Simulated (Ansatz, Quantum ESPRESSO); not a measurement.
## Pt (Fm-3m): electron–phonon coupling with Quantum ESPRESSO

Wanted: phonons, linewidths and couplings of Pt (Fm-3m) from a second program. The first relaxation steps of the session are not shown, so no cell shown is the starting entry, unless a step says so.

Calculated with Ansatz 0.2.0 and Quantum ESPRESSO 7.5; DFT PBE, scalar-relativistic, plane waves, PAW, in the first sound run; inputs show where later runs differ.

## (1) The cell after earlier relaxation steps

Symmetry: Fm-3m, No. 225, cubic system. Conventional cell: a = 3.967 Å, b = 3.967 Å, c = 3.967 Å, α = 90.00°, β = 90.00°, γ = 90.00°. Nearest to Pt lie 12 Pt at 2.81 Å.

## (2) Relaxing cell and atoms

The structure is brought to rest under this functional. Earlier relaxation steps are not shown.

input.yaml reads:

```yaml
crystal:
  lattice:
    - [0.0, 1.9836410159, 1.9836410159]
    - [1.9836410159, 0.0, 1.9836410159]
    - [1.9836410159, 1.9836410159, 0.0]
  atoms:
    - { symbol: Pt, position: [0.0, 0.0, 0.0] }
kpoints:
  mp_grid: { grid: [12, 12, 12] }
hamiltonian:
  xc: pbe
scf:
  occupations: { method: gaussian, width: 0.1 }
output:
  forces: true
  stress: true
  eigenvalues: true
relax:
  adjacent_minimum: "off"
  f_tol: 0.005
  max_steps: 80
  cell: { stress_tol: 0.05 }
```

Run with:

```bash
> ansatz run input.yaml --threads 4 --pin off --max-ram 8192MiB --backend cpu --events-out ev --progress --plain --runs-dir out
```

Numbers of over 12 decimals in the logs are rounded to 6 here.

Log:

```text
[the first part of the log is left out]
  E_local      = -1510.524703  (includes V_loc(G=0)·N_el)
  E_nonlocal   = 199.856292
  E_hartree    = 559.545800
  E_xc         = -261.595216
  E_vxc        = -302.593176  (∫ρ·V_xc dr)
  E_paw        = -9453.913515  (= ΣΔE_a)
  E_vpaw       = -288.300779  (= ΣTr[D̂ρ^β])
  E_aug_tail   = 0.000204  (compensation charges beyond the density's cutoff)
  E_ewald      = -2693.452240
  E_smearing   = -0.010740  (= −TS)
  E_closure    = -0.000000  (closes the sum)
  Σ components = -12523.022390   (vs F -12523.022390, Δ=0.00e0)
--- Forces (eV/Å), atoms counted from 1 ---
  atom   1  Pt    -0.00000000     0.00000000     0.00000000
  max |Σ_I F_I| component: 9.04e-32 eV/Å
--- Stress (GPa, compression-positive) ---
       -0.008239      -0.000000      -0.000000
       -0.000000      -0.008239      -0.000000
       -0.000000      -0.000000      -0.008239
  P = ⅓ Tr σ = -0.0082 GPa (-0.082 kbar)
--- Band table (eV; the first three rows and the last of 72) ---
  k-point 0: bands = ["-76.0866", "-30.1049", "-30.1049", "-30.1049", "12.4476", "18.6991", "18.6991", "18.6991", "20.7329", "20.7329", "36.9777", "41.7136", "41.7136"]
  k-point 1: bands = ["-76.0848", "-30.1330", "-30.1090", "-30.1090", "12.7164", "18.5867", "18.8017", "18.8017", "20.6797", "20.6797", "37.3724", "40.3960", "42.1089"]
  k-point 2: bands = ["-76.0797", "-30.2096", "-30.1201", "-30.1201", "13.4634", "18.3615", "19.0104", "19.0104", "20.6389", "20.6389", "37.9799", "38.3264", "43.1994"]
  k-point 71: bands = ["-76.0498", "-30.3791", "-30.3791", "-30.2638", "16.9318", "17.9752", "17.9752", "20.3956", "22.7409", "29.1440", "30.3681", "30.3681", "34.0002"]
--- Relaxed structure (3 steps of the walk, 2 accepted, 1 SCFs on fresh bases) ---
  F+E_penalty+E_count = -12523.02239012 eV   max|allowed force component| = 0.000e0 eV/Å   (the final SCF, on the basis selected at the relaxed cell)
  cell:  # Å, volume = 15.6528 Å³
    - [0, 1.985427, 1.985427]
    - [1.985427, 0, 1.985427]
    - [1.985427, 1.985427, 0]
  atoms:
    - { symbol: Pt, position: [0.0, 0.0, 0.0] }
```

It took 1.3 s on 4 threads of Intel Xeon 6975P-C (Granite Rapids), shared host; peak memory 0.33 GiB.

Little changed from the start: no atom moved by 0.005 Å and no cell edge by 0.1 %.

This step gave:

- pressure: -0.008239 GPa
- volume per atom: 15.65 Å³
- metallic on mesh: yes
- gap on the k-mesh: 0 eV

The largest force is now zero by symmetry and the largest stress component 0.0082 GPa.

## (3) Second program, ground state

ph.x needs a tightly converged ground state on the same k mesh; the cell is that of the step before.

This step: DFT PBE, scalar-relativistic, plane waves, GBRV ultrasoft pseudopotentials (Quantum ESPRESSO 7.5).

pw.in reads:

```
 &control
    calculation='scf',
    prefix='x',
    outdir='./tmp',
    pseudo_dir='./pseudo',
    tprnfor=.true.,
    tstress=.true.,
 /
 &system
    ibrav=0,
    nat=1,
    ntyp=1,
    ecutwfc=45.0,
    ecutrho=360.0,
    occupations='smearing',
    smearing='fd',
    degauss=0.00734986,
    nbnd=15,
 /
 &electrons
    conv_thr=1.0d-11,
    mixing_beta=0.5,
 /
ATOMIC_SPECIES
 Pt    195.0840  Pt.upf
CELL_PARAMETERS angstrom
     0.000000000    1.985426503    1.985426503
     1.985426503    0.000000000    1.985426503
     1.985426503    1.985426503    0.000000000
ATOMIC_POSITIONS crystal
 Pt     0.000000000   0.000000000   0.000000000
K_POINTS automatic
 12 12 12 0 0 0
```

Run with:

```bash
> OMP_NUM_THREADS=1 mpirun -n 4 pw.x -nk 4 -in pw.in > pw.x.log
```

Log:

```text
Program PWSCF v.7.5

     This program is part of the open-source Quantum ESPRESSO suite
     for quantum simulation of materials; please cite
         "P. Giannozzi et al., J. Phys.:Condens. Matter 21 395502 (2009);
         "P. Giannozzi et al., J. Phys.:Condens. Matter 29 465901 (2017);
         "P. Giannozzi et al., J. Chem. Phys. 152 154105 (2020);
     in publications or presentations arising from this work. More details at

     Message from routine setup:
     using ibrav=0 with symmetry is DISCOURAGED, use correct ibrav instead

     G-vector sticks info
     --------------------
     sticks:   dense  smooth     PW     G-vecs:    dense   smooth      PW
     Sum         691     349    121                12051     4285     869

     Using Slab Decomposition

     bravais-lattice index     =            0
     lattice parameter (alat)  =       5.3060  a.u.
     unit-cell volume          =     105.6302 (a.u.)^3
     number of atoms/cell      =            1
     number of atomic types    =            1
     number of electrons       =        16.00
     number of Kohn-Sham states=           15
     kinetic-energy cutoff     =      45.0000  Ry
     charge density cutoff     =     360.0000  Ry
     scf convergence threshold =      1.0E-11
     mixing beta               =       0.5000
     number of iterations used =            8  plain     mixing
     Exchange-correlation=  SLA  PW   PBX  PBC
                           (   1   4   3   4   0   0   0)

     celldm(1)=   5.306005  celldm(2)=   0.000000  celldm(3)=   0.000000
     celldm(4)=   0.000000  celldm(5)=   0.000000  celldm(6)=   0.000000

     crystal axes: (cart. coord. in units of alat)
               a(1) = (   0.000000   0.707107   0.707107 )
               a(2) = (   0.707107   0.000000   0.707107 )
               a(3) = (   0.707107   0.707107   0.000000 )

     reciprocal axes: (cart. coord. in units 2 pi/alat)
               b(1) = ( -0.707107  0.707107  0.707107 )
               b(2) = (  0.707107 -0.707107  0.707107 )
               b(3) = (  0.707107  0.707107 -0.707107 )

     PseudoPot. # 1 for Pt read from file:
     ./pseudo/Pt.upf
     Pseudo is Ultrasoft + core correction, Zval = 16.0
     Using radial grid of  985 points,  6 beta functions with:
                l(1) =   0
                l(2) =   0
                l(3) =   1
                l(4) =   1
                l(5) =   2
                l(6) =   2
     Q(r) pseudized with  8 coefficients,  rinner =    1.300   1.300   1.300
                                                       1.300   1.300

     atomic species   valence    mass     pseudopotential
     Pt               16.00   195.08400     Pt( 1.00)

     48 Sym. Ops., with inversion, found

   Cartesian axes

     site n.     atom                  positions (alat units)
         1        Pt     tau(   1) = (   0.0000000   0.0000000   0.0000000  )

     number of k points=    72  Fermi-Dirac smearing, width (Ry)=  0.0073
                       cart. coord. in units 2pi/alat
        k(    1) = (   0.0000000   0.0000000   0.0000000), wk =   0.0011574
        k(    2) = (   0.0589256   0.0589256  -0.0589256), wk =   0.0092593
        k(    3) = (   0.1178511   0.1178511  -0.1178511), wk =   0.0092593
        k(    4) = (   0.1767767   0.1767767  -0.1767767), wk =   0.0092593
        k(    5) = (   0.2357023   0.2357023  -0.2357023), wk =   0.0092593
        k(    6) = (   0.2946278   0.2946278  -0.2946278), wk =   0.0092593
        k(    7) = (  -0.3535534  -0.3535534   0.3535534), wk =   0.0046296
        k(    8) = (   0.1178511   0.0000000  -0.0000000), wk =   0.0069444
        k(    9) = (   0.1767767   0.0589256  -0.0589256), wk =   0.0277778
        k(   10) = (   0.2357023   0.1178511  -0.1178511), wk =   0.0277778
        k(   11) = (   0.2946278   0.1767767  -0.1767767), wk =   0.0277778
        k(   12) = (   0.3535534   0.2357023  -0.2357023), wk =   0.0277778
        k(   13) = (  -0.2946278  -0.4124790   0.4124790), wk =   0.0277778
        k(   14) = (  -0.2357023  -0.3535534   0.3535534), wk =   0.0277778
        k(   15) = (  -0.1767767  -0.2946278   0.2946278), wk =   0.0277778
        k(   16) = (  -0.1178511  -0.2357023   0.2357023), wk =   0.0277778
[...]
k(   65) = (  -0.2357023  -0.4714045   0.7071068), wk =   0.0277778
        k(   66) = (  -0.1767767  -0.4124790   0.6481812), wk =   0.0555556
        k(   67) = (  -0.1178511  -0.3535534   0.5892557), wk =   0.0277778
        k(   68) = (  -0.1178511  -0.4714045   0.7071068), wk =   0.0277778
        k(   69) = (  -0.0589256  -0.4124790   0.6481812), wk =   0.0555556
        k(   70) = (   0.0000000  -0.3535534   0.5892557), wk =   0.0277778
        k(   71) = (  -0.7071068   0.2357023   0.0000000), wk =   0.0138889
        k(   72) = (  -0.7071068   0.3535534   0.0000000), wk =   0.0069444

     Dense  grid:    12051 G-vectors     FFT dimensions: (  36,  36,  36)

     Smooth grid:     4285 G-vectors     FFT dimensions: (  24,  24,  24)

     Initial potential from superposition of free atoms

     starting charge      15.5000, renormalised to      16.0000

     negative rho (up, down):  1.914E-01 0.000E+00
     Starting wfcs are   12 randomized atomic wfcs +    3 random wfcs

     per-process dynamical memory:    16.0 Mb

     Self-consistent Calculation

     iteration #  1     ecut=    45.00 Ry     beta= 0.50
     Davidson diagonalization with overlap
     ethr =  1.00E-02,  avg # of iterations =  4.8

     negative rho (up, down):  1.782E-01 0.000E+00

     total energy              =    -210.52532552 Ry
     estimated scf accuracy    <       0.77324444 Ry

     iteration #  2     ecut=    45.00 Ry     beta= 0.50
     Davidson diagonalization with overlap
     ethr =  4.83E-03,  avg # of iterations =  2.0

     negative rho (up, down):  1.789E-01 0.000E+00

     total energy              =    -210.69636594 Ry
     estimated scf accuracy    <       0.00942951 Ry

     iteration #  3     ecut=    45.00 Ry     beta= 0.50
     Davidson diagonalization with overlap
     ethr =  5.89E-05,  avg # of iterations =  3.6

     negative rho (up, down):  1.778E-01 0.000E+00

     total energy              =    -210.69830992 Ry
     estimated scf accuracy    <       0.00077339 Ry

     iteration #  4     ecut=    45.00 Ry     beta= 0.50
     Davidson diagonalization with overlap
     ethr =  4.83E-06,  avg # of iterations =  4.8

     negative rho (up, down):  1.779E-01 0.000E+00

     total energy              =    -210.69835192 Ry
     estimated scf accuracy    <       0.00000487 Ry

[...]
20.0276  36.7421  40.0510  40.9614  40.9614  48.2020  49.9752

          k = 0.1768 0.0589-0.0589 (   542 PWs)   bands (ev):

   -31.0705 -31.0102 -31.0048  12.6043  17.4299  18.3013  18.3154  19.4758
    20.1114  37.5200  38.2693  41.1948  41.8922  46.7736  48.2521

          k = 0.2357 0.1179-0.1179 (   545 PWs)   bands (ev):

   -31.1626 -31.0264 -31.0177  13.5460  17.2677  18.3210  18.4521  19.6732
    20.3554  35.6808  38.1728  41.5356  42.8082  45.1644  46.6447

          k = 0.2946 0.1768-0.1768 (   540 PWs)   bands (ev):

   -31.2623 -31.0414 -31.0349  14.3891  17.6352  18.0545  18.3544  20.4574
    20.8620  32.6677  37.5068  41.0212  42.6023  46.1098  46.5171

          k = 0.3536 0.2357-0.2357 (   539 PWs)   bands (ev):

   -31.3431 -31.0518 -31.0512  14.6991  17.7991  18.1655  18.7738  21.3614
    21.5794  29.5239  36.5893  40.0669  41.0586  47.6211  48.2563

          k =-0.2946-0.4125 0.4125 (   541 PWs)   bands (ev):

   -31.3842 -31.0637 -31.0532  14.7326  17.6827  18.0352  19.7918  21.5242
    22.7861  27.1798  36.1321  39.6859  39.8031  48.7639  49.2680

          k =-0.2357-0.3536 0.3536 (   540 PWs)   bands (ev):

   -31.3753 -31.0674 -31.0469  14.7371  17.7318  18.0334  19.6578  21.2083
    22.6022  27.7981  36.2170  39.2608  40.6657  48.0185  49.1376

          k =-0.1768-0.2946 0.2946 (   537 PWs)   bands (ev):

   -31.3188 -31.0617 -31.0339  14.6611  17.9073  18.1692  18.4691  20.5465
    21.7086  30.5763  36.8205  39.8402  42.6070  45.6835  48.2014

          k =-0.1179-0.2357 0.2357 (   538 PWs)   bands (ev):

   -31.2295 -31.0478 -31.0176  14.1679  17.4775  18.1893  18.3760  19.8349
    20.9079  33.7038  37.7310  41.0117  43.3993  45.3450  46.2899

          k =-0.0589-0.1768 0.1768 (   545 PWs)   bands (ev):

[...]
k =-0.0000-0.1179 0.1179 (   539 PWs)   bands (ev):

[...]
k = 0.2357 0.0000-0.0000 (   548 PWs)   bands (ev):

[...]
k = 0.2946 0.0589-0.0589 (   541 PWs)   bands (ev):

[...]
k = 0.3536 0.1179-0.1179 (   537 PWs)   bands (ev):

[...]
k = 0.4125 0.1768-0.1768 (   535 PWs)   bands (ev):

[...]
k =-0.2357-0.4714 0.4714 (   540 PWs)   bands (ev):

[...]
k =-0.1768-0.4125 0.4125 (   538 PWs)   bands (ev):

[...]
k =-0.1179-0.3536 0.3536 (   541 PWs)   bands (ev):

[...]
k =-0.0589-0.2946 0.2946 (   539 PWs)   bands (ev):

[...]
k = 0.0000-0.2357 0.2357 (   537 PWs)   bands (ev):

[...]
k = 0.3536 0.0000 0.0000 (   528 PWs)   bands (ev):

[...]
k = 0.4125 0.0589-0.0589 (   541 PWs)   bands (ev):

[...]
k = 0.4714 0.1179-0.1179 (   541 PWs)   bands (ev):

[...]
k =-0.1768-0.5303 0.5303 (   538 PWs)   bands (ev):

[...]
k =-0.1179-0.4714 0.4714 (   534 PWs)   bands (ev):

[...]
k =-0.0589-0.4125 0.4125 (   534 PWs)   bands (ev):

[...]
k = 0.0000-0.3536 0.3536 (   540 PWs)   bands (ev):

[...]
k = 0.4714 0.0000-0.0000 (   540 PWs)   bands (ev):

[...]
k = 0.5303 0.0589-0.0589 (   537 PWs)   bands (ev):

[...]
k =-0.1179-0.5893 0.5893 (   536 PWs)   bands (ev):

[...]
k =-0.0589-0.5303 0.5303 (   535 PWs)   bands (ev):

[...]
k = 0.5893 0.0000-0.0000 (   540 PWs)   bands (ev):

[...]
k = 0.0000-0.5893 0.5893 (   542 PWs)   bands (ev):

[...]
k =-0.7071 0.0000 0.0000 (   524 PWs)   bands (ev):

[...]
k = 0.2357 0.1179 0.0000 (   552 PWs)   bands (ev):

[...]
k = 0.2946 0.1768-0.0589 (   542 PWs)   bands (ev):

[...]
k = 0.3536 0.2357-0.1179 (   539 PWs)   bands (ev):

[...]
k = 0.3536 0.1179 0.0000 (   542 PWs)   bands (ev):

[...]
k = 0.4125 0.1768-0.0589 (   537 PWs)   bands (ev):

[...]
k = 0.0000-0.2357 0.3536 (   535 PWs)   bands (ev):

[...]
k = 0.4714 0.1179-0.0000 (   535 PWs)   bands (ev):

[...]
k = 0.0000-0.3536 0.4714 (   539 PWs)   bands (ev):

[...]
k =-0.1179-0.5893 0.7071 (   537 PWs)   bands (ev):

[...]
k =-0.0589-0.5303 0.6482 (   532 PWs)   bands (ev):

[...]
k =-0.0000-0.4714 0.5893 (   530 PWs)   bands (ev):

[...]
k =-0.7071 0.1179-0.0000 (   532 PWs)   bands (ev):

[...]
k =-0.2357-0.4714 0.7071 (   535 PWs)   bands (ev):

   -31.2933 -31.1571 -31.0825  16.0555  16.4705  17.3889  20.0025  20.5073
    23.3790  31.9134  33.9278  36.9638  43.4488  43.4730  49.1900

          k =-0.1768-0.4125 0.6482 (   540 PWs)   bands (ev):

   -31.3044 -31.1931 -31.0991  16.2814  16.7114  17.3293  19.7227  21.1203
    25.0117  29.6774  33.2139  35.8974  42.4738  45.4260  49.7888

          k =-0.1179-0.3536 0.5893 (   534 PWs)   bands (ev):

   -31.3071 -31.2065 -31.1062  16.4137  16.5301  17.6496  19.4964  21.3479
    26.8917  27.3904  33.4426  35.2370  42.1034  46.3560  49.8754

          k =-0.1179-0.4714 0.7071 (   540 PWs)   bands (ev):

   -31.3130 -31.1890 -31.1252  15.8645  16.2044  18.1060  20.3038  21.4868
    25.3486  30.2577  32.1038  34.3818  44.2314  44.2691  48.5531

          k =-0.0589-0.4125 0.6482 (   532 PWs)   bands (ev):

   -31.2906 -31.2287 -31.1316  16.0767  16.6150  17.7596  19.8034  21.7111
    27.3075  28.7368  31.3237  33.9362  43.8740  46.1446  48.5492

          k = 0.0000-0.3536 0.5893 (   530 PWs)   bands (ev):

   -31.2735 -31.2461 -31.1201  16.3366  16.9556  17.2016  19.6762  21.4823
    26.4940  30.3199  30.4084  34.7540  43.5855  45.6205  49.8514

          k =-0.7071 0.2357 0.0000 (   534 PWs)   bands (ev):

   -31.3171 -31.2006 -31.1438  15.6944  16.1073  18.6383  20.1873  21.9354
    27.3629  28.6003  31.3487  33.1849  44.5289  45.3744  47.5040

          k =-0.7071 0.3536 0.0000 (   524 PWs)   bands (ev):

   -31.2590 -31.2590 -31.1445  16.1410  17.1820  17.1820  19.5977  21.9364
    28.3325  29.5738  29.5738  33.2122  45.6533  45.6533  48.1022

     the Fermi energy is    21.4996 ev

!    total energy              =    -210.69835348 Ry
     estimated scf accuracy    <          4.7E-12 Ry
     smearing contrib. (-TS)   =      -0.00394888 Ry
     internal energy E=F+TS    =    -210.69440460 Ry

     The total energy is F=E-TS. E is the sum of the following terms:
     one-electron contribution =     -22.80135118 Ry
     hartree contribution      =      25.41863151 Ry
     xc contribution           =     -56.89482503 Ry
     ewald contribution        =    -156.41685990 Ry

     convergence has been achieved in   8 iterations

     negative rho (up, down):  1.780E-01 0.000E+00

     Forces acting on atoms (cartesian axes, Ry/au):

     atom    1 type  1   force =     0.00000000    0.00000000    0.00000000

     Total force =     0.000000     Total SCF correction =     0.000000

     Computing stress (Cartesian axis) and pressure

     negative rho (up, down):  1.780E-01 0.000E+00
          total   stress  (Ry/bohr**3)                   (kbar)     P=       -8.42
  -0.00005723   0.00000000   0.00000000           -8.42        0.00        0.00
   0.00000000  -0.00005723  -0.00000000            0.00       -8.42       -0.00
   0.00000000   0.00000000  -0.00005723            0.00        0.00       -8.42

     Writing all to output data dir ./tmp/x.save/ :
     XML data file, charge density, pseudopotentials, collected wavefunctions

   JOB DONE.
```

Run time: 4 s. Hardware: 4 MPI ranks.

Numbers from this step:

- pressure: -0.842 GPa

With these potentials, mesh and smearing the cell is at -0.84 GPa.

(Continued in part 2 of 4.)

[Logs are printed without paths, hosts, clocks, repeated set-up lines and the standing remarks that a program may print on its own settings, such as how far it seeks lower states.]

[Hosts, paths, dates, database ids (printed as entryN), source tags and the programs' standing remarks are cut or masked in the printed files.]
